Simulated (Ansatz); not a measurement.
# AgHPt (built on the sites of a database entry of LiHPd): following an unstable mode

Which phase does AgHPt (built on the sites of a database entry of LiHPd) fall into along its unstable mode, and how much energy does it gain?

Method: DFT r2SCAN, scalar-relativistic, plane waves, PAW, in Ansatz 0.2.0.

The structure was built from a prototype and need not be the compound's stable phase.

### 1. Starting point

It takes space group P4/mmm (No. 123, tetragonal). Conventional cell: a = 2.791 Å, b = 2.791 Å, c = 4.576 Å, α = 90.00°, β = 90.00°, γ = 90.00°. Nearest to Ag lie 2 H at 2.29 Å. Nearest to H lie 4 Pt at 1.97 Å and 2 Ag at 2.29 Å. Nearest to Pt lie 4 H at 1.97 Å. Farther neighbours are not listed.

### 2. Zone-centre response

The cell comes from relaxations at this level that are not shown. The zone centre is the only wavevector solved here; it holds the modes that light can see, as far as symmetry allows. No field response is asked, since the mesh shows no gap.

input.yaml reads:

```yaml
crystal:
  lattice:
    - [2.7912040581, 0.0, 0.0]
    - [0.0, 2.7912040581, 0.0]
    - [0.0, 0.0, 4.5757372868]
  atoms:
    - { symbol: Ag, position: [0.5, 0.5, 0.5] }
    - { symbol: H, position: [0.5, 0.5, 0.0] }
    - { symbol: Pt, position: [0.0, 0.0, 0.0] }
kpoints:
  mp_grid: { grid: [16, 16, 12] }
hamiltonian:
  xc: r2scan
scf:
  occupations: { method: methfessel_paxton, width: 0.2 }
output:
  eigenvalues: true
phonons:
  method: dfpt
```

Command:

```console
> ansatz run input.yaml --threads 8 --pin off --max-ram 14336MiB --backend cpu --events-out ev --progress --plain --runs-dir out
```

Numbers of over 12 decimals in the logs are rounded to 6 here.

Output:

```text
Engine: ansatz 0.2.0, aarch64-unknown-linux-gnu
Pseudopotentials: kind: paw
Pseudopotential: Ag, paw, valence charge 19, recommended cutoff 500 eV (meta_gga), Ag.paw.azcp
Pseudopotential: H, paw, valence charge 1, recommended cutoff 500 eV (meta_gga), H.paw.azcp
Pseudopotential: Pt, paw, valence charge 18, recommended cutoff 500 eV (meta_gga), Pt.paw.azcp
Functional definition: r2SCAN
  parameter k0 = 0.174
  parameter k1 = 0.065
  parameter a1 = 4.9479
  exchange = r2scan_x(k0 = k0, k1 = k1, a1 = a1)
  correlation = r2scan_c
Crystal: 3 atoms, lattice volume = 35.649 Å³
Basis set: ecut = 500 eV, 873 PW (Γ), exchange–correlation on 120×120×180 points (125 copies of the dense FFT grid, shifted against one another)
Bands: 23, of which v1, the nominal top of the filled ones, is band 19 counted from 1 (18 counted from 0)
Symmetry: 16 space group operations
k-points: 882 of 3072 (irreducible under 2 space group operations, time reversal used)
Non-local potential: Ag, projectors of the file, l = 0: 3, l = 1: 2, l = 2: 2, l = 3: 1
Non-local potential: H, projectors of the file, l = 0: 2, l = 1: 1
Non-local potential: Pt, projectors of the file, l = 0: 3, l = 1: 2, l = 2: 2, l = 3: 1
PAW form: soft (Blöchl's): semilocal exchange-correlation on the pseudo side does not see the compensation charge
PAW frozen core: Ag, regenerated for the run's functional (the file was generated under x = pbe(κ = 0.804, μ = 0.219515), c = pbe(β = 0.066725))
PAW frozen core: Pt, regenerated for the run's functional (the file was generated under x = pbe(κ = 0.804, μ = 0.219515), c = pbe(β = 0.066725))
PAW one-centre angular grid: Ag, 590 points (default); XC on 160 Gauss nodes
PAW one-centre angular grid: H, 302 points (default); XC on 160 Gauss nodes
PAW one-centre angular grid: Pt, 590 points (default); XC on 160 Gauss nodes
Initial density: superposition of atomic densities (neutral atoms: chi_scale 0, normalization atom), corrected by the library's trained network
Initial wavefunctions: pseudopotential atomic-orbital guess
Functional: x = r2scan, c = r2scan; τ floored in thin density (d = 2e-4 eV/Å³)
SCF iter   1: F=—  HF=-20156.649310 eV  |F-HF|=—  |Δ(HF+E_count)|=         —  Δρ=1.77e-2  dr2=1.27e-1  dr2_τ=1.71e-2  ethr=1.77e-3  ⟨swp⟩=4.8  Hψ=74459  notcnv=0
preconditioner: auto → Kerker (q_TF=auto, 2.757 Å⁻¹)  [metal: Δε(μ)=0.005 eV  Ē_g=10.329 eV  σ=0.200 eV  W_gap=0.02  n_scr=16 (ndim 8)  ℏωp=29.2 eV  f_vac=0.000  D(μ)=0.57/eV (n_scr^D=2)]
SCF iter   2: F=—  HF=-20156.628518 eV  |F-HF|=—  |Δ(HF+E_count)|=   2.08e-2  S|Δr|=    0.00e0  Δρ=8.38e-3  dr2=2.33e-2  dr2_τ=3.01e-3  ethr=3.35e-4  ⟨swp⟩=1.0  Hψ=27361  notcnv=0
SCF iter   3: F=—  HF=-20156.629925 eV  |F-HF|=—  |Δ(HF+E_count)|=   1.41e-3  S|Δr|=    0.00e0  Δρ=3.16e-3  dr2=4.61e-3  dr2_τ=1.19e-4  ethr=6.14e-5  ⟨swp⟩=1.9  Hψ=25838  notcnv=0
SCF iter   4: F=—  HF=-20156.629935 eV  |F-HF|=—  |Δ(HF+E_count)|=   9.93e-6  S|Δr|=    0.00e0  Δρ=8.31e-4  dr2=4.70e-4  dr2_τ=1.17e-5  ethr=1.21e-5  ⟨swp⟩=2.3  Hψ=27911  notcnv=0
SCF iter   5: F=—  HF=-20156.629959 eV  |F-HF|=—  |Δ(HF+E_count)|=   2.37e-5  S|Δr|=    0.00e0  Δρ=5.62e-4  dr2=1.05e-4  dr2_τ=5.78e-6  ethr=1.24e-6  ⟨swp⟩=2.0  Hψ=28801  notcnv=0
SCF iter   6: F=—  HF=-20156.629936 eV  |F-HF|=—  |Δ(HF+E_count)|=   2.27e-5  S|Δr|=    0.00e0  Δρ=1.86e-4  dr2=1.58e-5  dr2_τ=7.05e-7  ethr=2.77e-7  ⟨swp⟩=2.1  Hψ=31385  notcnv=0
SCF iter   7: F=—  HF=-20156.629942 eV  |F-HF|=—  |Δ(HF+E_count)|=   6.44e-6  S|Δr|=    0.00e0  Δρ=7.54e-5  dr2=2.54e-6  dr2_τ=1.26e-7  ethr=4.15e-8  ⟨swp⟩=2.0  Hψ=31432  notcnv=0
SCF iter   8: F=—  HF=-20156.629958 eV  |F-HF|=—  |Δ(HF+E_count)|=   1.55e-5  S|Δr|=    0.00e0  Δρ=1.84e-5  dr2=1.02e-7  dr2_τ=4.61e-9  ethr=6.69e-9  ⟨swp⟩=2.0  Hψ=28857  notcnv=0  defer=3
SCF iter   9: F=—  HF=-20156.629958 eV  |F-HF|=—  |Δ(HF+E_count)|=   5.29e-8  S|Δr|=    0.00e0  Δρ=3.17e-6  dr2=3.84e-9  dr2_τ=2.13e-10  ethr=2.69e-10  ⟨swp⟩=2.0  Hψ=34409  notcnv=0  defer=3
SCF iter  10: F=—  HF=-20156.629958 eV  |F-HF|=—  |Δ(HF+E_count)|=   3.33e-9  S|Δr|=    0.00e0  Δρ=9.40e-7  dr2=2.18e-10  dr2_τ=2.54e-11  ethr=1.01e-11  ⟨swp⟩=2.0  Hψ=29626  notcnv=0  defer=3
SCF iter  11: F=-20156.629958 eV  HF=-20156.629958 eV  |F-HF|=2.18e-11  |Δ(HF+E_count)|=  2.18e-10  S|Δr|=    0.00e0  Δρ=1.74e-7  dr2=6.35e-12  dr2_τ=2.95e-13  ethr=1.00e-12  ⟨swp⟩=4.7  Hψ=101404  notcnv=0
the search or the solves at the SCF's close seem to have found levels that the self-consistency loop had missed (the run counts 3). By its estimate they hold under 1e-12 electrons; where the run keeps them, the occupations were computed again with them
SCF 1 converged in 11 iterations: F = -20156.629958 eV  dr2 = 6.35e-12
  greatest PAW one-centre occupation: 1.001 electrons in one spin orbital (limit 2), on the Ag atom at site 0 (counted from 0), in its partial waves of l = 1
DFPT response loops at Γ: preconditioner auto → Kerker (q_TF=auto, 2.757 Å⁻¹) (partly filled bands, converged f_vac=0.000); β = 1.00, the filter's whole step (`scf.mixing.beta` (0.50) is not read by the response loops under this deck's `scf.mixing.preconditioner`; to damp them name `kerker` or `kerker_dos`, under which they read `scf.mixing.beta`, and type it under 1.00, their step now; both keys bind the ground state too); Broyden in place of MSR1
SCF converged after 11 iterations
Stability not checked: this state was not tested for a lower state beside it, because cold or Methfessel-Paxton smearing, or corrected tetrahedra, fill the levels in a way that the test cannot read (fill_not_monotonic; see scf.lower_state_search)
Free energy (F): -20156.629958 eV
Harris-Foulkes:  -20156.629958 eV  (|F-HF|=2.18e-11)
Internal energy: -20156.629238 eV  (E = F + TS)
E sigma→0 (E₀):  -20156.629778 eV
Entropy (-TS):   -0.000720 eV (-0.240 meV/atom)
Fermi energy:    18.321337 eV
--- Per-component energies (eV) ---
  E_band       = -453.388709
  E_kinetic    = 1180.719002
  E_local      = -3896.627503  (includes V_loc(G=0)·N_el)
  E_nonlocal   = 286.379588
  E_hartree    = 1637.806017
  E_xc         = -437.608999
  E_vxc        = -613.258415  (∫ρ·V_xc dr)
  E_paw        = -13404.065959  (= ΣΔE_a)
  E_vpaw       = -727.396767  (= ΣTr[D̂ρ^β])
  E_aug_tail   = 0.000014  (compensation charges beyond the density's cutoff)
  E_vtau       = 41.183366  (kinetic-family band-sum trace: ∫τ·v_τ [+ j·A + Jᵃ·Aᵃ] dr)
  E_ewald      = -5522.490593
  E_core_change = -0.740805  (= ΣΔE_core)
  E_smearing   = -0.000720  (= −TS)
  E_closure    = 0.000000  (closes the sum)
  Σ components = -20156.629958   (vs F -20156.629958, Δ=0.00e0)
--- Band table (eV; the first three rows and the last of 882) ---
  k-point 0: bands = [... 15 lower, 14.9771, 17.0318, 17.0318, 17.2169, 18.1367, 22.0968, 29.4772, 29.9804]
  k-point 1: bands = [... 15 lower, 14.9787, 16.9971, 16.9971, 17.2146, 17.7658, 22.5707, 29.4456, 30.0831]
  k-point 2: bands = [... 15 lower, 14.9828, 16.9011, 16.9011, 16.9847, 17.2085, 23.6508, 29.3771, 30.3807]
  k-point 881: bands = [... 15 lower, 15.7375, 16.2601, 18.7519, 23.3073, 23.3073, 24.4823, 25.4128, 25.4291]
--- Phonons (Γ-DFPT): 6 representative perturbations + reference, on 882 of 3072 k-points (Σ response iterations 48) ---
  k mesh reduced under 2 symmetry operations, with k and −k counted as one. Each operation leaves every solved perturbation unchanged. A smaller set is not considered because the functional reads the kinetic-energy density
  ASR residual: 8.724e-5 → 0.000e0 eV/Å²; symmetrization residual: 2.958e-6 eV/Å²
  ASR residual per site (eV/Å²): 5.32e-5 5.37e-6 8.72e-5
  Γ frequencies (cm⁻¹): -461.65 -461.65 0.00 0.00 0.00 57.20 57.20 129.04 668.04
  non-analytic LO–TO correction: not included (Born effective charges unavailable; polar crystals: no LO–TO splitting at Γ)
```

Run time: 4.3 min. Hardware: 8 threads of Arm Neoverse V2, shared host; peak memory 2.6 GiB.

In the SCF lines HF is the Harris–Foulkes energy and dr2 the Hartree energy of the density residual, in eV; the loop may stop once dr2 is under the threshold and the program's other checks hold. Hψ counts applications of the Hamiltonian.

Numbers from this step:

| Property | Result |
| --- | --- |
| volume per atom | 11.88 Å³ |
| gap on the k-mesh | 0 eV |
| sum-rule residual before enforcement | 8.72e-5 eV/Å² |
| point group | 4/mmm |
| highest optical mode at the zone centre (no LO-TO term) | 668.0 cm⁻¹ |
| lowest optical zone-centre mode | -461.6 cm⁻¹ |

Patterns of degenerate modes are one choice out of their space. Modes at Γ, with each element's share of the kinetic energy (negative means imaginary):

| mode | frequency (cm⁻¹) | symmetry | Ag % | H % | Pt % |
| --- | --- | --- | --- | --- | --- |
| 1 | -461.6 | Eu | 0 | 100 | 0 |
| 2 | -461.6 | Eu | 0 | 100 | 0 |
| 3 | 0.0 | acoustic | 35 | 0 | 64 |
| 4 | 0.0 | acoustic | 35 | 0 | 64 |
| 5 | 0.0 | acoustic | 35 | 0 | 64 |
| 6 | 57.2 | Eu | 64 | 0 | 36 |
| 7 | 57.2 | Eu | 64 | 0 | 36 |
| 8 | 129.0 | A2u | 64 | 1 | 36 |
| 9 | 668.0 | A2u | 1 | 99 | 0 |

Displacements in mode 2 (-461.6 cm⁻¹), the largest set to 1:
```
Ag1 0.00 0.00 0.00
H2  0.00 1.00 0.00
Pt3 0.00 0.00 0.00
```

Displacements in mode 8 (129.0 cm⁻¹), the largest set to 1:
```
Ag1  0.00  0.00  0.98
H2   0.00  0.00  1.00
Pt3  0.00  0.00 -0.55
```

Before it was imposed, the acoustic sum rule was missed by 8.7e-5 eV/Å². Small misses are needed for a sound result but don't prove that mesh and cutoff are converged. The lowest optical mode is imaginary, 461.6i cm⁻¹, so the energy falls along it.

### 3. The mode frozen in, largest atomic shift 0 Å

The mode followed lies at Γ with frequency 461.6i cm⁻¹ and is 2-fold degenerate, the softest among the wavevectors solved. At small amplitude the distorted cell has space group no. 38 by a symmetry search on the positions. The undistorted cell that holds it gives the zero of energy on the same k mesh.

Changes to input.yaml since step 2:

```diff
@@ -16,4 +16,4 @@
 output:
+  forces: true
+  stress: true
   eigenvalues: true
-phonons:
-  method: dfpt
```

Output:

```text
[...]
Crystal: 3 atoms, lattice volume = 35.649 Å³
Basis set: ecut = 500 eV, 873 PW (Γ), exchange–correlation on 96×96×144 points (64 copies of the dense FFT grid, shifted against one another)
Bands: 23, of which v1, the nominal top of the filled ones, is band 19 counted from 1 (18 counted from 0)
Symmetry: 16 space group operations
[...]
k-points: 315 of 3072
[...]
--- Band table (eV; the first three rows and the last of 315) ---
  k-point 0: bands = [... 15 lower, 14.9771, 17.0318, 17.0318, 17.2169, 18.1367, 22.0968, 29.4773, 29.9804]
  k-point 1: bands = [... 15 lower, 14.9786, 16.9971, 16.9971, 17.2147, 17.7658, 22.5707, 29.4456, 30.0831]
  k-point 2: bands = [... 15 lower, 14.9828, 16.9011, 16.9011, 16.9847, 17.2086, 23.6508, 29.3771, 30.3807]
  k-point 314: bands = [... 15 lower, 15.7375, 16.2601, 18.7519, 23.3073, 23.3073, 24.4823, 25.4128, 25.4291]
[key lines of the parts left out:]
SCF converged after 9 iterations
Free energy (F): -20156.629958 eV
Fermi energy:    18.321339 eV
P = ⅓ Tr σ = -0.0002 GPa (-0.002 kbar)
```

The job ended after 4.5 s (8 threads; peak memory 0.64 GiB).

Numbers from this step:

- pressure: -2.35e-4 GPa
- energy from the undistorted cell: 0 meV/atom

The run ends at a pressure of 0.00 GPa.

### 4. The mode frozen in, largest atomic shift 0.22 Å

The atoms are moved along the unstable eigenvector, the largest shift by 0.22 Å, with the cell fixed.

input.yaml, the sections that differ from step 3:

```yaml
crystal:
  lattice:
    - [2.7912040581, 0.0, 0.0]
    - [0.0, 2.7912040581, 0.0]
    - [0.0, 0.0, 4.5757372868]
  atoms:
    - { symbol: Ag, position: [0.4998585805, 0.5001414195, 0.5] }
    - { symbol: H, position: [0.5557334715, 0.4442665285, 0.0] }
    - { symbol: Pt, position: [-0.0002097798, 0.0002097798, 0.0] }
# kpoints, hamiltonian, scf, output: as in step 3
```

Output:

```text
[...]
Crystal: 3 atoms, lattice volume = 35.649 Å³
Basis set: ecut = 500 eV, 873 PW (Γ), exchange–correlation on 96×96×144 points (64 copies of the dense FFT grid, shifted against one another)
Bands: 23, of which v1, the nominal top of the filled ones, is band 19 counted from 1 (18 counted from 0)
Symmetry: 4 space group operations
[...]
--- Band table (eV; the first three rows and the last of 511) ---
  k-point 0: bands = [... 15 lower, 14.9691, 16.9787, 17.0249, 17.1224, 18.1421, 22.0746, 28.3823, 30.0599]
  k-point 1: bands = [... 15 lower, 14.9707, 16.9429, 16.9903, 17.1201, 17.7707, 22.5455, 28.4256, 30.1638]
  k-point 2: bands = [... 15 lower, 14.9750, 16.8358, 16.8945, 16.9951, 17.1152, 23.6141, 28.5495, 30.4649]
  k-point 510: bands = [... 15 lower, 15.7308, 16.2313, 18.7084, 22.4909, 23.3130, 25.3588, 25.4139, 25.4210]
[key lines of the parts left out:]
SCF converged after 8 iterations
Free energy (F): -20156.636437 eV
Fermi energy:    18.299258 eV
P = ⅓ Tr σ = 1.4106 GPa (14.106 kbar)
```

Elapsed: 9.7 s, on 8 threads; peak memory 0.86 GiB; 73 s of CPU time.

Numbers from this step:

- pressure: 1.411 GPa
- energy from the undistorted cell: -2.171 meV/atom

The energy, extrapolated to zero smearing, is -2.17 meV/atom against the undistorted cell.

The run ends at a pressure of 1.41 GPa, with forces up to 0.10 eV/Å.

### 5. Energy along the mode, all amplitudes (two of the runs are shown above)

An imaginary frequency means negative curvature, so the energy should fall and then rise again as anharmonic terms take over.

Numbers from this step:

```yaml
depth_at_the_lowest_point_sampled: 2.171 meV/atom
largest_atomic_shift_at_that_point: 0.22 Å
```

The energy from the parent by largest atomic shift:

| largest atomic shift (Å) | energy from the parent (meV/atom) |
| --- | --- |
| 0.000 | 0 |
| 0.040 | -0.208 |
| 0.080 | -0.777 |
| 0.140 | -1.92 |
| 0.220 | -2.17 |
| 0.320 | 6.15 |

Displacement at unit largest shift by atom:

| atom | x (Å) | y (Å) | z (Å) | size |
| --- | --- | --- | --- | --- |
| Ag1 | -0.002 | 0.002 | 0.000 | 0.003 |
| H2 | 0.707 | -0.707 | 0.000 | 1.000 |
| Pt3 | -0.003 | 0.003 | 0.000 | 0.004 |

The lowest of the steps tried is at 0.22 Å, 2.17 meV/atom below the parent; the bottom of the well need not coincide with a step.

[end of part 1 of 2]

[Logs are printed without paths, hosts, clocks, repeated set-up lines and the standing remarks that a program may print on its own settings, such as how far it seeks lower states.]

[Hosts, paths, dates, database ids (printed as entryN), source tags and the programs' standing remarks are cut or masked in the printed files.]
